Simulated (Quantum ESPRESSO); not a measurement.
# MgS (F-43m): zone-centre phonons, part 2 of 2

Which modes does MgS (F-43m) have at the zone centre?

Quantum ESPRESSO 7.5; DFT LDA, scalar-relativistic, plane waves, JTH PAW pseudopotentials.

So far. Step 2 (A probe with smearing): A gap of 3.2 eV opens on this mesh, so the crystal is taken as an insulator; the start stands at -2.0 GPa. Step 4 (Ground state): The cell stands at -0.04 GPa, close enough for phonons. The relaxed cell has a = 5.599 Å (conventional setting).

## 5. Zone-centre response

At q = 0 one unit cell holds all displacements; symmetry groups them into irreducible representations that are solved one by one. The response to a field gives ε∞ and the Born charges, which polar modes need.

File ph.in:

```
phonons
 &inputph
    prefix='x',
    outdir='./tmp',
    fildyn='g.dyn',
    tr2_ph=1.0d-18,
    epsil=.true.,
 /
0.000000000000 0.000000000000 0.000000000000
```

The run is started by

```bash
OMP_NUM_THREADS=1 mpirun -n 4 ph.x -nk 4 -in ph.in > ph.out
```

The program printed:

```text
[banners, grids, parts of the stress and lines that vanish by symmetry left out]
[banner, memory and clock lines left out]
Program PHONON v.7.5

     ./tmp/x.save/

     file Mg.upf: wavefunction(s)  3P renormalized
     file S.upf: wavefunction(s)  3S 0S 3P 0P renormalized

     IMPORTANT: XC functional enforced from input :
     Exchange-correlation= PW
                           (   1   4   0   0   0   0   0)
     Any further DFT definition will be discarded
     Please, verify this is what you really want

     G-vector sticks info

     Check: negative core charge=   -0.000003

     negative rho (up, down):  5.409E-02 0.000E+00
     Reading collected, re-writing distributed wavefunctions in ./tmp/

     Number and degeneracy of irreps per q-point
       N         xq(1)         xq(2)         xq(3)   N irreps
       1   0.000000000   0.000000000   0.000000000       2
        3   3

     Calculation of q =    0.0000000   0.0000000   0.0000000

     phonons

     bravais-lattice index     =            2
     lattice parameter (alat)  =      10.5798  a.u.
     unit-cell volume          =     296.0576 (a.u.)^3
     number of atoms/cell      =            2
     number of atomic types    =            2
     kinetic-energy cut-off    =      60.0000  Ry
     charge density cut-off    =     480.0000  Ry
     convergence threshold     =      1.0E-18
     beta                      =       0.7000
     number of iterations used =            4
     Exchange-correlation= PW
                           (   1   4   0   0   0   0   0)

     celldm(1)=   10.57983  celldm(2)=    0.00000  celldm(3)=    0.00000
     celldm(4)=    0.00000  celldm(5)=    0.00000  celldm(6)=    0.00000

     crystal axes: (cart. coord. in units of alat)
               a(1) = ( -0.5000  0.0000  0.5000 )
               a(2) = (  0.0000  0.5000  0.5000 )
               a(3) = ( -0.5000  0.5000  0.0000 )

     reciprocal axes: (cart. coord. in units 2 pi/alat)
               b(1) = ( -1.0000 -1.0000  1.0000 )
               b(2) = (  1.0000  1.0000  1.0000 )
               b(3) = ( -1.0000  1.0000 -1.0000 )

     Atoms inside the unit cell:

     Cartesian axes

     site n.  atom      mass           positions (alat units)
        1  Mg     24.3050   tau(    1) = (    0.00000    0.00000    0.00000  )
        2  S      32.0600   tau(    2) = (   -0.75000    0.75000    0.75000  )

     Computing dynamical matrix for
                    q = (   0.0000000   0.0000000   0.0000000 )

     25 Sym.Ops. (with q -> -q+G )

     G cutoff = 1360.9399  (  52393 G-vectors)     FFT grid: ( 54, 54, 54)
     G cutoff =  680.4699  (  18643 G-vectors)  smooth grid: ( 40, 40, 40)
     number of k points=    29
                       cart. coord. in units 2pi/alat
        k(    1) = (   0.0000000   0.0000000   0.0000000), wk =   0.0039062
        k(    2) = (  -0.1250000   0.1250000  -0.1250000), wk =   0.0312500
        k(    3) = (  -0.2500000   0.2500000  -0.2500000), wk =   0.0312500
        [... further k-points left out ...]

     PseudoPot. # 1 for Mg read from file:
     ./pseudo/Mg.upf
     Pseudo is Projector augmented-wave + core cor, Zval = 10.0
     Shape of augmentation charge: SINC**2
     Using radial grid of  976 points,  4 beta functions with:
                l(1) =   0
                l(2) =   0
                l(3) =   1
                l(4) =   1
     Q(r) pseudized with 0 coefficients

     PseudoPot. # 2 for S  read from file:
     ./pseudo/S.upf
     Pseudo is Projector augmented-wave + core cor, Zval =  6.0
     Shape of augmentation charge: SINC**2
     Using radial grid of  999 points,  4 beta functions with:
                l(1) =   0
                l(2) =   0
                l(3) =   1
                l(4) =   1
     Q(r) pseudized with 0 coefficients

     Mode symmetry, T_d (-43m)  point group:

     Electric field:
     Dielectric constant
     Born effective charges as d Force / d E

     Atomic displacements:
     There are    2 irreducible representations

     Representation     1      3 modes -  To be done

     Representation     2      3 modes -  To be done

     Alpha used in Ewald sum =   2.8000

     negative rho (up, down):  5.409E-02 0.000E+00

     Electric Fields Calculation

      iter #   1   av.it.:   7.7
      thresh= 1.000E-02 alpha_mix =  0.700 |ddv_scf|^2 =  5.372E-08

      iter #   2   av.it.:  15.4
      thresh= 2.318E-05 alpha_mix =  0.700 |ddv_scf|^2 =  8.088E-09

      iter #   3   av.it.:  15.3
      thresh= 8.993E-06 alpha_mix =  0.700 |ddv_scf|^2 =  3.931E-11

      iter #   4   av.it.:  15.9
      thresh= 6.270E-07 alpha_mix =  0.700 |ddv_scf|^2 =  3.388E-13

      iter #   5   av.it.:  15.4
      thresh= 5.820E-08 alpha_mix =  0.700 |ddv_scf|^2 =  7.917E-16

      iter #   6   av.it.:  15.6
      thresh= 2.814E-09 alpha_mix =  0.700 |ddv_scf|^2 =  6.815E-18

      iter #   7   av.it.:  16.6
      thresh= 2.611E-10 alpha_mix =  0.700 |ddv_scf|^2 =  3.293E-20

     End of electric fields calculation

          Dielectric constant in cartesian axis

          (       4.197715064       0.000000000       0.000000000 )
          (       0.000000000       4.197715064       0.000000000 )
          (       0.000000000       0.000000000       4.197715064 )

          Effective charges (d Force / dE) in cartesian axis without acoustic sum rule applied (asr)

           atom    1  Mg    Mean Z*:        1.86579
      Ex  (        1.86579        0.00000       -0.00000 )
      Ey  (        0.00000        1.86579       -0.00000 )
      Ez  (       -0.00000        0.00000        1.86579 )
           atom    2  S     Mean Z*:       -1.87274
      Ex  (       -1.87274       -0.00000        0.00000 )
      Ey  (       -0.00000       -1.87274        0.00000 )
      Ez  (       -0.00000        0.00000       -1.87274 )

          Effective charges Sum: Mean:       -0.00695
             -0.00695        0.00000       -0.00000
              0.00000       -0.00695        0.00000
             -0.00000        0.00000       -0.00695

          Effective charges (d Force / dE) in cartesian axis with asr applied:
           atom    1  Mg    Mean Z*:        1.86927
      E*x (        1.86927        0.00000       -0.00000 )
      E*y (        0.00000        1.86927       -0.00000 )
      E*z (       -0.00000       -0.00000        1.86927 )
           atom    2  S     Mean Z*:       -1.86927
      E*x (       -1.86927       -0.00000        0.00000 )
      E*y (       -0.00000       -1.86927        0.00000 )
      E*z (        0.00000        0.00000       -1.86927 )

     Representation #   1 modes #   1   2   3

     Self-consistent Calculation

      iter #   1   av.it.:   7.2
      thresh= 1.000E-02 alpha_mix =  0.700 |ddv_scf|^2 =  6.924E-08

      iter #   2   av.it.:  15.6
      thresh= 2.631E-05 alpha_mix =  0.700 |ddv_scf|^2 =  8.876E-09

      iter #   3   av.it.:  15.5
      thresh= 9.421E-06 alpha_mix =  0.700 |ddv_scf|^2 =  1.007E-10

      iter #   4   av.it.:  15.5
      thresh= 1.003E-06 alpha_mix =  0.700 |ddv_scf|^2 =  2.248E-13

      iter #   5   av.it.:  16.4
      thresh= 4.741E-08 alpha_mix =  0.700 |ddv_scf|^2 =  2.281E-15

      iter #   6   av.it.:  16.1
      thresh= 4.776E-09 alpha_mix =  0.700 |ddv_scf|^2 =  1.641E-17

      iter #   7   av.it.:  16.1
      thresh= 4.051E-10 alpha_mix =  0.700 |ddv_scf|^2 =  2.348E-19

     End of self-consistent calculation

     Convergence has been achieved

     Representation #   2 modes #   4   5   6

     Self-consistent Calculation

      iter #   1   av.it.:  10.3
      thresh= 1.000E-02 alpha_mix =  0.700 |ddv_scf|^2 =  4.274E-07

      iter #   2   av.it.:  16.0
      thresh= 6.538E-05 alpha_mix =  0.700 |ddv_scf|^2 =  1.098E-08

      iter #   3   av.it.:  16.4
      thresh= 1.048E-05 alpha_mix =  0.700 |ddv_scf|^2 =  1.209E-09

      iter #   4   av.it.:  15.9
      thresh= 3.477E-06 alpha_mix =  0.700 |ddv_scf|^2 =  2.126E-11

      iter #   5   av.it.:  16.2
      thresh= 4.611E-07 alpha_mix =  0.700 |ddv_scf|^2 =  1.895E-13

      iter #   6   av.it.:  15.9
      thresh= 4.353E-08 alpha_mix =  0.700 |ddv_scf|^2 =  8.724E-16

      iter #   7   av.it.:  16.0
      thresh= 2.954E-09 alpha_mix =  0.700 |ddv_scf|^2 =  3.973E-17

      iter #   8   av.it.:  16.5
      thresh= 6.303E-10 alpha_mix =  0.700 |ddv_scf|^2 =  1.816E-19

     End of self-consistent calculation

     Convergence has been achieved

     Number of q in the star =    1
     List of q in the star:
          1   0.000000000   0.000000000   0.000000000

          Dielectric constant in cartesian axis

          (       4.197715064       0.000000000       0.000000000 )
          (       0.000000000       4.197715064       0.000000000 )
          (       0.000000000       0.000000000       4.197715064 )

          Effective charges (d Force / dE) in cartesian axis without acoustic sum rule applied (asr)

           atom    1  Mg    Mean Z*:        1.86579
      Ex  (        1.86579        0.00000       -0.00000 )
      Ey  (        0.00000        1.86579       -0.00000 )
      Ez  (       -0.00000        0.00000        1.86579 )
           atom    2  S     Mean Z*:       -1.87274
      Ex  (       -1.87274       -0.00000        0.00000 )
      Ey  (       -0.00000       -1.87274        0.00000 )
      Ez  (       -0.00000        0.00000       -1.87274 )

          Effective charges Sum: Mean:       -0.00695
             -0.00695        0.00000       -0.00000
              0.00000       -0.00695        0.00000
             -0.00000        0.00000       -0.00695

          Effective charges (d Force / dE) in cartesian axis with asr applied:
           atom    1  Mg    Mean Z*:        1.86927
      E*x (        1.86927        0.00000       -0.00000 )
      E*y (        0.00000        1.86927       -0.00000 )
      E*z (       -0.00000       -0.00000        1.86927 )
           atom    2  S     Mean Z*:       -1.86927
      E*x (       -1.86927       -0.00000        0.00000 )
      E*y (       -0.00000       -1.86927        0.00000 )
      E*z (        0.00000        0.00000       -1.86927 )

     Diagonalizing the dynamical matrix

     q = (    0.000000000   0.000000000   0.000000000 )

 **************************************************************************
     freq (    1) =       0.054373 [THz] =       1.813694 [cm-1]
     freq (    2) =       0.054373 [THz] =       1.813694 [cm-1]
     freq (    3) =       0.054373 [THz] =       1.813694 [cm-1]
     freq (    4) =      10.302285 [THz] =     343.647227 [cm-1]
     freq (    5) =      10.302285 [THz] =     343.647227 [cm-1]
     freq (    6) =      10.302285 [THz] =     343.647227 [cm-1]
 **************************************************************************

     Mode symmetry, T_d (-43m)  point group:

     freq (   1-   3) =          1.8  [cm-1]   --> T_2  G_15 P_4   I+R
     freq (   4-   6) =        343.6  [cm-1]   --> T_2  G_15 P_4   I+R
```

The job ended after 50 s (4 MPI ranks of AMD EPYC 9R14 (Zen 4), shared host).

This step gave:

| Quantity | Value |
| --- | --- |
| miss of the charge sum rule | 0.006950 e |
| largest acoustic frequency at the zone centre before the sum rule | 1.81 cm⁻¹ |
| highest optical zone-centre mode (no LO-TO term) | 343.6 cm⁻¹ |
| lowest optical zone-centre mode | 343.6 cm⁻¹ |
| mean high-frequency dielectric constant | 4.198 |
| largest Born charge in size (third of the trace) | 1.873 e |

Born charge (rows field, columns displacement), before the sum rule (e), principal values of the symmetric part by kind of site:

```tsv
atom	atoms with these values	low	middle	high	mean
Mg1	1	1.87	1.87	1.87	1.87
S2	1	-1.87	-1.87	-1.87	-1.87
```

In full for Mg1:

```
1.87 0.00 0.00
0.00 1.87 0.00
0.00 0.00 1.87
```

High-frequency dielectric tensor:

```
4.20 0.00 0.00
0.00 4.20 0.00
0.00 0.00 4.20
```

The acoustic modes at Γ come out as far as 1.8 cm⁻¹ from zero, where they should vanish, a small numerical error; the Born charges miss their sum rule by 0.0070 e, which is good.

## 6. Modes with the sum rule

A rigid shift of the crystal must cost nothing, but grids and finite bases break this; the acoustic sum rule is imposed before the matrix is diagonalised again. With Born charges the intensities follow, and the static dielectric tensor.

File dynmat.in:

```
 &input
    fildyn='g.dyn',
    asr='simple',
    fileig='dynmat.eig',
    lperm=.true.,
 /
```

The run is started by

```bash
dynmat.x -in dynmat.in > dynmat.out
```

The program printed:

```text
[banner, memory and clock lines left out]
Program DYNMAT v.7.5

     Reading Dynamical Matrix from file g.dyn
     ...Force constants read
     ...epsilon and Z* read
     A direction for q was not specified:TO-LO splitting will be absent

     Polarizability (A^3 units)
     multiply by 0.484049 for Clausius-Mossotti correction
        11.163733    0.000000    0.000000
         0.000000   11.163733    0.000000
         0.000000    0.000000   11.163733

     IR activities are in (D/A)^2/amu units

# mode   [cm-1]    [THz]      IR
    1     -0.00   -0.0000    0.0000
    2      0.00    0.0000    0.0000
    3      0.00    0.0000    0.0000
    4    343.64   10.3022    5.8312
    5    343.64   10.3022    5.8312
    6    343.64   10.3022    5.8312

Electronic dielectric permittivity tensor (relative, adimensional)
         4.197715    0.000000    0.000000
         0.000000    4.197715    0.000000
         0.000000    0.000000    4.197715

 ... with zone-center polar mode contributions
         6.598315    0.000000    0.000000
         0.000000    6.598315   -0.000000
         0.000000   -0.000000    6.598315
```

The job ended after 0.63 s (1 thread).

Read from the output:

- mean static dielectric constant: 6.598

Unit eigenvectors of the mass-weighted matrix after the sum rule; no LO-TO term. The modes at Γ (shares of kinetic energy by element, %):

```tsv
mode	frequency (cm⁻¹)	symmetry	Mg %	S %
1	0.0	acoustic	43	57
2	0.0	acoustic	43	57
3	0.0	acoustic	43	57
4	343.6	T2	57	43
5	343.6	T2	57	43
6	343.6	T2	57	43
```

Displacements in mode 5 (343.6 cm⁻¹), the largest set to 1:
```
Mg1  0.00  0.00  1.00
S2   0.00  0.00 -0.76
```

Degenerate modes summed, no LO-TO term. Infrared lines, with heights relative to the strongest:

```tsv
position (cm⁻¹)	lines merged	label	IR intensity, relative
344	3	T2	100
```

Static dielectric tensor (ions relaxed, fixed cell):

```
6.60 0.00 0.00
0.00 6.60 0.00
0.00 0.00 6.60
```

The rule moves no optical mode by more than 0.1 cm⁻¹.

## 7. The LO-TO splitting (1 0 0)

A longitudinal polar mode sets up a macroscopic field that stiffens it; the term hangs on the direction from which q goes to zero.

File dynmat.in:

```
 &input
    fildyn='g.dyn',
    asr='simple',
    fileig='dynmat.eig',
    q(1)=1.0,
    q(2)=0.0,
    q(3)=0.0,
 /
```

The run is started by

```bash
dynmat.x -in dynmat.in > dynmat.out
```

The program printed:

```text
[banner, memory and clock lines left out]
Program DYNMAT v.7.5

     Reading Dynamical Matrix from file g.dyn
     ...Force constants read
     ...epsilon and Z* read

     Polarizability (A^3 units)
     multiply by 0.484049 for Clausius-Mossotti correction
        11.163733    0.000000    0.000000
         0.000000   11.163733    0.000000
         0.000000    0.000000   11.163733

     IR activities are in (D/A)^2/amu units

# mode   [cm-1]    [THz]      IR
    1     -0.00   -0.0000    0.0000
    2      0.00    0.0000    0.0000
    3      0.00    0.0000    0.0000
    4    343.64   10.3022    5.8312
    5    343.64   10.3022    5.8312
    6    430.84   12.9163    5.8312
```

Run time: 0.61 s. Hardware: 1 thread.

Numbers from this step:

| Property | Result |
| --- | --- |
| highest mode moved by the LO-TO term | 430.8 cm⁻¹ |

Zone-centre frequencies as printed; negative means imaginary. Modes:

```tsv
mode	frequency (cm⁻¹)
1	0
2	0
3	0
4	343.6
5	343.6
6	430.8
```

The field moves one mode, from 344 to 431 cm⁻¹; the others stay.

## 8. Summary of results

```
space group after relaxation                                           : F-43m
volume per atom                                                        : 21.9 Å³
gap on the k-mesh                                                      : 3.35 eV
highest optical zone-centre mode (no LO-TO term)                       : 343.6 cm⁻¹
highest mode moved by the LO-TO term                                   : 430.8 cm⁻¹
mean high-frequency dielectric constant                                : 4.20
largest Born charge in size (third of the trace)                       : 1.87 e
mean static dielectric constant                                        : 6.60
imaginary optical modes at the zone centre (no q mesh in this session) : none
```

At the LDA level the optical modes of MgS (F-43m) at the zone centre (no LO-TO term) lie at 344 cm⁻¹. Along the directions run, the highest mode that the macroscopic field moves lies at 431 cm⁻¹. Lattice motion raises the mean dielectric constant from 4.198 to 6.598. The Born charge of Mg is 1.866 e against a formal charge of +2, close to the ionic value. The Lyddane-Sachs-Teller relation holds: (ωLO/ωTO)² is 1.57 and ε₀/ε∞ is 1.57. These are harmonic frequencies at zero temperature: anharmonic shifts and linewidths and thermal expansion are left out. The structure comes from a database and need not be the phase that is stable at ambient conditions.

[Host names and launcher messages were left out of these logs when they were recorded.]

[Logs are printed without paths, hosts, clocks, repeated set-up lines and the standing remarks that a program may print on its own settings, such as how far it seeks lower states.]

[Hosts, paths, dates, database ids (printed as entryN), source tags and the programs' standing remarks are cut or masked in the printed files.]
